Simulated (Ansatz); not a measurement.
# PbF2 (Fluorocronite): optical spectrum from first principles, part 2 of 2

Wanted: where PbF2 (Fluorocronite) starts to absorb, how strongly, and its refractive index. The cell comes from an older database entry, whose edges can differ from later determinations, mostly by under a per cent.

Ansatz 0.2.0; DFT, PBE, plane-wave PAW, default files, scalar-relativistic, independent-particle optical response without local fields.

So far. Step 2 (Ground state and bands): There is a gap, 4.42 eV on the path, so no carriers' term is needed. The cell is left with a pressure of 2.7 GPa, as it stands unrelaxed at this level.

The database entry behind the starting cell differs from later determinations by our own check (0.1 to 0.3 % short, probably kX units), so it need not match the best structure at ambient conditions.

**3. Spectrum**

The spectrum is a sum over vertical transitions between filled and empty bands at the fixed density, so many empty bands are needed.

This step: DFT, PBE, plane-wave PAW, default files, scalar-relativistic, independent-particle optical response without local fields (Ansatz 0.2.0).

input.yaml

```yaml
crystal:
  lattice:
    - [0.0, 2.96366, 2.96366]
    - [2.96366, 0.0, 2.96366]
    - [2.96366, 2.96366, 0.0]
  atoms:
    - { symbol: Pb, position: [0.0, 0.0, 0.0] }
    - { symbol: F, position: [0.75, 0.75, 0.75] }
    - { symbol: F, position: [0.25, 0.25, 0.25] }
kpoints:
  mp_grid: { grid: [7, 7, 7] }
scf:
  occupations: { method: fixed }
hamiltonian:
  xc: pbe
  pseudopotentials: { kind: paw }
output:
  optics:
    e_range: [0, 20]
    de: 0.05
    sigma: 0.1
    nscf_kmesh: { grid: [8, 8, 8] }
    bands: { spectra_wanted_up_to: 20 }
```

Command:

```console
> ansatz run input.yaml --threads 4 --pin off --max-ram 8192MiB --backend cpu --events-out ev --progress --plain --runs-dir out
```

Numbers of over 12 decimals in the logs are rounded to 6 here.

What it wrote:

```text
[...]
Crystal: 3 atoms, lattice volume = 52.061 Å³
Basis set: ecut = 420 eV, 965 PW (Γ)
Bands: 18, of which v1, the nominal top of the filled ones, is band 14 counted from 1 (13 counted from 0)
Symmetry: 48 space group operations
[...]
k-points: 20 of 343
[...]
SCF iter   1: F=—  HF=-13524.696396 eV  |F-HF|=—  |Δ(HF+E_count)|=         —  Δρ=4.73e-4  dr2=5.05e-5  ethr=1.77e-3  ⟨swp⟩=5.0  Hψ=1529  notcnv=0  defer=33
[...]
SCF iter   9: F=-13524.695762 eV  HF=-13524.695762 eV  |F-HF|=3.64e-12  |Δ(HF+E_count)|=  1.09e-11  Δρ=1.03e-7  dr2=2.89e-12  ethr=1.00e-12  ⟨swp⟩=2.0  Hψ=697  notcnv=0
SCF 1 converged in 9 iterations: F = -13524.695762 eV  dr2 = 2.89e-12
[...]
NSCF: frozen V_eff on 29 k-points
output.optics: what the bands over the 39 summed would add to eps1, eps2 and the energy-loss function is held between a lower and an upper bound (7 Lanczos steps). eps1, eps2 and their loss function (loss_summed_bands) are given on every row as the summed bands alone make them. Along an axis, on a row where the two bounds hold the loss function to about 1 % of the greater of itself and 0.5 % of |1/eps|, its cell (loss_completed) is given, with the completed eps1 and eps2 that it is formed of (a cell that is left empty reads nan in the table and null in the record). The two bounds hold it so along every axis on all 401 rows up to 20.000 eV. [rest of the remark cut]
SCF converged after 9 iterations
Free energy (F): -13524.695762 eV
[...]
Internal energy: -13524.695762 eV  (E = F + TS)
E sigma→0 (E₀):  -13524.695762 eV
Fermi energy:    5.019579 eV
[...]
--- Band table (eV; the first three rows and the last of 20) ---
  k-point 0: bands = [... 10 lower, 2.5481, 3.0424, 3.0424, 3.0424, 11.8065, 11.8065, 11.8065, 15.6756]
  k-point 1: bands = [... 10 lower, 2.5078, 3.0108, 3.0108, 3.5531, 11.1578, 11.9704, 11.9704, 16.7923]
  k-point 2: bands = [... 10 lower, 2.4205, 2.9397, 2.9397, 4.3711, 10.3990, 12.3455, 12.3455, 18.1007]
  k-point 19: bands = [... 10 lower, 2.5646, 3.3682, 3.4821, 5.0196, 10.8234, 11.3114, 12.6608, 15.2111]
```

The job ended after 6 s (4 threads of Intel Xeon Platinum 8259CL at 2.50GHz (Skylake/Cascade Lake), shared host; peak memory 0.84 GiB; 21 s of CPU time).

Numbers from this step:

* electronic dielectric constant ε∞, mean over x, y and z (by symmetry where fewer were run): 3.723
* absorption onset, first axis (α over 10⁴ cm⁻¹, or the direct gap if that lies higher): 4.565 eV
* main peak of Im epsilon, first axis: 7.835 eV
* least direct gap on the mesh: 4.565 eV
* bands summed: 39
* spectra valid up to: 32.48 eV
* program's estimate of the k-sum error in Im epsilon: 0.11 %
* electrons in the f-sum: 18.40

The Im ε, any direction has structure finer than the step of the table below, so its rows give means over 0.5 eV, whole bins alone (the curve runs from 0 to 20 eV). Peaks (eV: height): 5.40: 7.42, 7.15: 6.57, 7.85: 8.07, 9.45: 5.26, 10.95: 2.76, 13.10: 1.79, 19.60: 1.71.

The Im ε, any direction by photon energy; means over each step:

photon energy (eV), Im ε, any direction and a bar:
```
      4.0       0.00 
      4.5       0.25 #
      5.0       2.33 ###########
      5.5       6.26 ##############################
      6.0       2.49 ############
      6.5       3.51 #################
      7.0       5.22 #########################
      7.5       4.21 ####################
      8.0       6.11 #############################
      8.5       2.49 ############
      9.0       1.85 #########
      9.5       4.32 #####################
     10.0       1.83 #########
     10.5       1.48 #######
     11.0       2.21 ###########
     11.5       1.16 ######
     12.0       0.75 ####
     12.5       0.81 ####
     13.0       1.60 ########
     13.5       1.19 ######
     14.0       1.04 #####
     14.5       0.43 ##
     15.0       0.30 #
     15.5       0.25 #
     16.0       0.71 ###
     16.5       1.23 ######
     17.0       1.52 #######
     17.5       1.47 #######
     18.0       1.26 ######
     18.5       1.19 ######
     19.0       1.31 ######
     19.5       1.56 #######
```

Re ε, any direction against photon energy:

```
photon energy (eV)  Re ε, any direction
               0.0                 3.72
               0.5                 3.73
               1.0                 3.77
               1.5                 3.83
               2.0                 3.93
               2.5                 4.06
               3.0                 4.26
               3.5                 4.56
               4.0                 5.06
               4.5                 6.26
               5.0                 8.03
               5.5                 3.77
               6.0                 3.25
               6.5                 4.42
               7.0                 4.65
               7.5                 2.38
               8.0               -0.580
               8.5               -0.880
               9.0                 1.46
               9.5                0.177
              10.0              -0.0683
              10.5                0.100
              11.0                0.256
              11.5              -0.0825
              12.0                0.457
              12.5                 1.23
              13.0                 1.10
              13.5                0.507
              14.0                0.302
              14.5                0.578
              15.0                0.965
              15.5                 1.40
              16.0                 1.77
              16.5                 1.84
              17.0                 1.47
              17.5                 1.07
              18.0                0.950
              18.5                0.915
              19.0                0.955
              19.5                0.849
              20.0                0.116
```

Values under 1 per cm are given as 1. Absorption coefficient, any direction against photon energy:

```
photon energy (eV)  absorption coefficient, any direction (1/cm)
              0.00                                             1
              1.00                                             1
              2.00                                             1
              3.00                                             1
              4.00                                             1
              5.00                                         1.6e5
              6.00                                         3.0e5
              7.00                                         7.6e5
              8.00                                         1.4e6
              9.00                                         5.9e5
             10.00                                         9.2e5
             11.00                                         1.2e6
             12.00                                         5.6e5
             13.00                                         9.1e5
             14.00                                         9.7e5
             15.00                                         2.3e5
             16.00                                         4.5e5
             17.00                                         9.8e5
             18.00                                         1.0e6
             19.00                                         1.1e6
             20.00                                         1.3e6
```

The reflectivity at normal incidence, any direction has structure finer than the step of the table below, so its rows give means over 0.5 eV, whole bins alone (the curve runs from 0 to 20 eV). Peaks (eV: height): 5.40: 30.7, 7.15: 29.2, 7.90: 36.7, 9.80: 40.0, 11.30: 24.6, 14.05: 12.5, 19.85: 15.7.

The reflectivity at normal incidence, any direction by photon energy; means over each step:

```
photon energy (eV)  reflectivity at normal incidence, any direction (%)
               0.5                                                 10.1
               1.0                                                 10.3
               1.5                                                 10.5
               2.0                                                 10.8
               2.5                                                 11.4
               3.0                                                 12.1
               3.5                                                 13.1
               4.0                                                 14.8
               4.5                                                 18.4
               5.0                                                 24.1
               5.5                                                 28.4
               6.0                                                 15.0
               6.5                                                 19.4
               7.0                                                 25.0
               7.5                                                 21.5
               8.0                                                 34.8
               8.5                                                 28.7
               9.0                                                 10.2
               9.5                                                 29.1
              10.0                                                 24.7
              10.5                                                 14.2
              11.0                                                 18.3
              11.5                                                 19.0
              12.0                                                 7.04
              12.5                                                 3.26
              13.0                                                 9.61
              13.5                                                 9.48
              14.0                                                 10.3
              14.5                                                 3.99
              15.0                                                0.656
              15.5                                                 1.10
              16.0                                                 3.70
              16.5                                                 6.06
              17.0                                                 7.63
              17.5                                                 8.03
              18.0                                                 6.78
              18.5                                                 6.27
              19.0                                                 7.05
              19.5                                                 10.5
```

The refractive index n and extinction k by photon energy:

```
photon energy (eV)      n       k
               0.0   1.93       0
               0.5   1.93       0
               1.0   1.94       0
               1.5   1.96       0
               2.0   1.98       0
               2.5   2.02       0
               3.0   2.06       0
               3.5   2.14       0
               4.0   2.25       0
               4.5   2.50  0.0136
               5.0   2.85   0.320
               5.5   2.41    1.43
               6.0   1.87   0.488
               6.5   2.25   0.790
               7.0   2.41    1.07
               7.5   1.80   0.932
               8.0   1.61    1.78
               8.5  0.863    1.27
               9.0   1.37   0.650
               9.5   1.61    1.56
              10.0  0.870   0.909
              10.5  0.859   0.798
              11.0   1.23    1.12
              11.5  0.702   0.759
              12.0  0.816   0.458
              12.5   1.16   0.327
              13.0   1.25   0.687
              13.5  0.940   0.613
              14.0  0.875   0.681
              14.5  0.802   0.255
              15.0  0.994   0.152
              15.5   1.19  0.0968
              16.0   1.36   0.279
              16.5   1.43   0.446
              17.0   1.34   0.568
              17.5   1.21   0.638
              18.0   1.12   0.557
              18.5   1.10   0.542
              19.0   1.14   0.590
              19.5   1.16   0.701
              20.0  0.740   0.657
```

From ε follow the optical constants at some laser and lamp lines:

```
wavelength (nm)     n      k  R (%)        1/α
            633  1.98  0.000   10.8  over 1 mm
            532  2.00  0.000   11.2  over 1 mm
            450  2.04  0.000   11.7  over 1 mm
            405  2.07  0.000   12.2  over 1 mm
            365  2.12  0.000   12.9  over 1 mm
            308  2.26  0.000   14.9  over 1 mm
            248  2.85  0.320   23.6      62 nm
```

Through 1 µm of it, D65 light comes out colourless (x = 0.314, y = 0.331; 80 % transmitted).

The f-sum over the summed bands holds 18.4 of the cell's 28 electrons outside the frozen cores, 14 of which lie in bands more than 12 eV below the Fermi level, whose transitions come at higher energies. Up to 20 eV the strength has a mean oscillator energy of 9.3 eV, and these transitions give 86 % of ε∞ − 1 along x; the rest comes from higher ones.

**4. Static response with local fields**

A static field by perturbation theory: the induced potential is included, and the Born charges come with it.

This step: DFT, PBE, plane-wave PAW, default files, scalar-relativistic, static field response by perturbation theory with local fields (Ansatz 0.2.0).

input.yaml, the sections that differ from step 3:

```yaml
dielectric: {}
# crystal, kpoints, scf, hamiltonian: as in step 3
# output: removed
```

What it wrote:

```text
[...]
Crystal: 3 atoms, lattice volume = 52.061 Å³
Basis set: ecut = 420 eV, 965 PW (Γ), exchange–correlation on 60×60×60 points (8 copies of the dense FFT grid, shifted against one another)
Bands: 18, of which v1, the nominal top of the filled ones, is band 14 counted from 1 (13 counted from 0)
Symmetry: 48 space group operations
k-points: 40 of 343 (irreducible under 8 space group operations, time reversal used)
[...]
SCF iter   1: F=—  HF=-13524.696513 eV  |F-HF|=—  |Δ(HF+E_count)|=         —  Δρ=4.75e-4  dr2=5.21e-5  ethr=1.77e-3  ⟨swp⟩=5.0  Hψ=3077  notcnv=0  defer=70
[...]
SCF iter   8: F=-13524.695691 eV  HF=-13524.695691 eV  |F-HF|=3.46e-11  |Δ(HF+E_count)|=  2.55e-11  Δρ=3.95e-7  dr2=4.17e-11  ethr=1.00e-12  ⟨swp⟩=4.3  Hψ=2407  notcnv=0
SCF 1 converged in 8 iterations: F = -13524.695691 eV  dr2 = 4.17e-11
[...]
DFPT response loops at Γ: preconditioner auto → none (the input reference at scf.mixing.eps_inf says where Resta's filter doesn't serve); β = 0.50; Broyden in place of MSR1
SCF converged after 8 iterations
Free energy (F): -13524.695691 eV
[...]
Internal energy: -13524.695691 eV  (E = F + TS)
E sigma→0 (E₀):  -13524.695691 eV
Fermi energy:    5.019557 eV
[...]
--- Band table (eV; the first three rows and the last of 40) ---
  k-point 0: bands = [... 10 lower, 2.5482, 3.0424, 3.0424, 3.0424, 11.8065, 11.8065, 11.8065, 15.6757]
  k-point 1: bands = [... 10 lower, 2.5078, 3.0108, 3.0108, 3.5531, 11.1577, 11.9703, 11.9703, 16.7924]
  k-point 2: bands = [... 10 lower, 2.4205, 2.9397, 2.9397, 4.3711, 10.3989, 12.3454, 12.3454, 18.1007]
  k-point 39: bands = [... 10 lower, 2.5646, 3.3682, 3.4821, 5.0196, 10.8234, 11.3113, 12.6608, 15.2112]
--- Dielectric response (ions clamped): 1 representative field direction + reference, on 40 of 343 k-points (Σ response iterations 7) ---
  k mesh reduced under 8 symmetry operations, with k and −k counted as one. Each operation leaves every solved perturbation unchanged. A smaller set is not considered because the run solves the response to a homogeneous field
  ε∞ (high-frequency dielectric tensor):
        3.328709    -0.000000    -0.000000
        0.000000     3.328709     0.000000
        0.000000     0.000000     3.328709
  Born effective charges Z* (e; rows j = field, columns β = displacement):
    site 0:
         3.19836    0.00000    0.00000
        -0.00000    3.19836    0.00000
         0.00000    0.00000    3.19836
    site 1:
        -1.59918   -0.00000   -0.00000
         0.00000   -1.59918   -0.00000
         0.00000   -0.00000   -1.59918
    site 2:
        -1.59918   -0.00000   -0.00000
         0.00000   -1.59918    0.00000
         0.00000   -0.00000   -1.59918
  Z* charge neutrality: 5.260e-5 e pre-enforcement
  k-mesh period / interband length: 29.3 Å / 1.21 Å = 24.28 at k = (0.0000, 0.4286, 0.4286), direct gap 4.677 eV — 14 or more, which is no proof of convergence
```

Wall time 3.8 s (4 threads); peak memory 0.64 GiB; 13 s of CPU time.

Read-outs, printed or worked out from the files:

```
electronic dielectric constant ε∞, mean over x, y and z (by symmetry where fewer were run) : 3.329
```

ε∞ with local fields:

```
3.33 0.00 0.00
0.00 3.33 0.00
0.00 0.00 3.33
```

Diagonal elements. Born, by row:

```
atom  Z*xx (e)  Z*yy (e)  Z*zz (e)
 Pb1     3.198     3.198     3.198
  F2    -1.599    -1.599    -1.599
  F3    -1.599    -1.599    -1.599
```

Mean Born charges are Pb +3.20 and F -1.60, against formal valences of +2 and -1. That of Pb exceeds its valence by 60 %, the mark of charge moving along hybridised bonds as the atoms shift.

**5. What came out**

```json
{
 "gap on the path": "4.42 eV",
 "least direct gap on the path": "4.57 eV",
 "electronic dielectric constant ε∞, mean over x, y and z (by symmetry where fewer were run) (independent particles)": "3.72",
 "absorption onset, first axis (α over 10⁴ cm⁻¹, or the direct gap if that lies higher)": "4.57 eV",
 "main peak of Im epsilon, first axis": "7.84 eV",
 "electronic dielectric constant ε∞, mean over x, y and z (by symmetry where fewer were run) (static response with local fields)": "3.33"
}
```

At this level (PBE, independent particles) PbF2 has ε∞ = 3.72 (3.33 with local fields) and n = 1.94 at 1550 nm; absorption sets in near 4.6 eV, and Im ε peaks at 7.8 eV. The gap is indirect (4.42 eV), so absorption without phonons can begin only at the direct gap of 4.57 eV. Lines 0.1 eV wide carry a tail of absorption under the direct gap, past the threshold already at 4.52 eV. Absorption passes 10⁴ cm⁻¹ from the direct gap on, 4.57 eV, in the ultraviolet, so the visible is passed. Distinct maxima of Im ε, read by a parabola through the highest points, lie at 5.41 eV (7.4), 7.14 eV (6.6), 7.84 eV (8.1) and 9.44 eV (5.3). The f-sum over the summed bands holds 18.4 of the cell's 28 electrons outside the frozen cores, 14 of which lie in bands more than 12 eV below the Fermi level, whose transitions come at higher energies. Up to 20 eV the strength has a mean oscillator energy of 9.3 eV, and these transitions give 86 % of ε∞ − 1 along x; the rest comes from higher ones. Through 1 µm of it, D65 light comes out colourless (x = 0.314, y = 0.331; 80 % transmitted). With local fields and the functional's kernel the static response is 3.33 against 3.72 for independent particles (-11 %). In the base spectrum excitons and phonon-assisted transitions are missing, and so are local fields; PBE gaps are as a rule too small, which pulls the onset down and ε∞ up, while the missing spin-orbit coupling works the other way with such heavy atoms. In the base run ε includes the program's bounded estimate of what the bands above those summed add. Spin-orbit coupling is left out although heavy atoms are present.

[Logs are printed without paths, hosts, clocks, repeated set-up lines and the standing remarks that a program may print on its own settings, such as how far it seeks lower states.]

[Hosts, paths, dates, database ids (printed as entryN), source tags and the programs' standing remarks are cut or masked in the printed files.]
